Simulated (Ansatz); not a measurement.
## TaN: WC type against rock salt under pressure

Which form of TaN has the lower enthalpy, and does pressure change the order? Both are relaxed at the same set pressures.

Calculated with Ansatz 0.2.0, PBEsol, PAW files of the set soft_1, cutoff 600 eV, Fermi–Dirac smearing 0.05 eV, k-mesh 17×17×15, no spin polarisation, no spin-orbit coupling.

The rock salt cell takes smearing 0.05 eV and a 17×17×17 mesh.

Near zero pressure the WC type cell (P-6m2, 2 atoms) is a = 2.9238 Å, b = 2.9238 Å, c = 2.8706 Å, α = 90.00°, β = 90.00°, γ = 120.00°; the rock salt cell (Fm-3m, 2 atoms) is a = 3.0932 Å, b = 3.0932 Å, c = 3.0932 Å, α = 60.00°, β = 60.00°, γ = 60.00°.

```
P (GPa)  V, WC type (Å³)  V, rock salt (Å³)  ΔE (meV)  ΔH = ΔE + PΔV (meV)
     −4           21.494             21.168     571.0                579.1
      5           20.968             20.645     571.0                560.9
     10           20.704             20.383     570.9                550.9
     15           20.456             20.137     570.7                540.9
     20           20.222             19.906     570.5                530.9
     30           19.793             19.481     569.7                511.3
```

Values are for a formula unit, differences are rock salt less WC type, and 1 GPa Å³ = 6.2415 meV. **Question.** Give ΔH at 0 GPa, a row left out above, and the pressure at which the two forms cross, if they do.

Least squares with ΔH = h0 + h1 P + h2 P² gives h0 = 571.0 meV, h1 = −2.02 meV/GPa and h2 = 0.001 meV/GPa². Since dH/dP = V, the slope should equal ΔV: −0.324 Å³ × 6.2415 = −2.02 meV/GPa at 0 GPa. At 0 GPa the fit gives 571.0 meV. The run itself gives 571.0 meV, so the estimate misses by 0.0 meV, a rounding's worth.

ΔH keeps its sign from -4 to 30 GPa, so the WC type form stays lower over the range; the rock salt form is denser and gains with pressure. This compares two forms alone, at zero temperature, without vibrations or barriers; other forms may lie lower.

[Logs are printed without paths, hosts, clocks, repeated set-up lines and the standing remarks that a program may print on its own settings, such as how far it seeks lower states.]
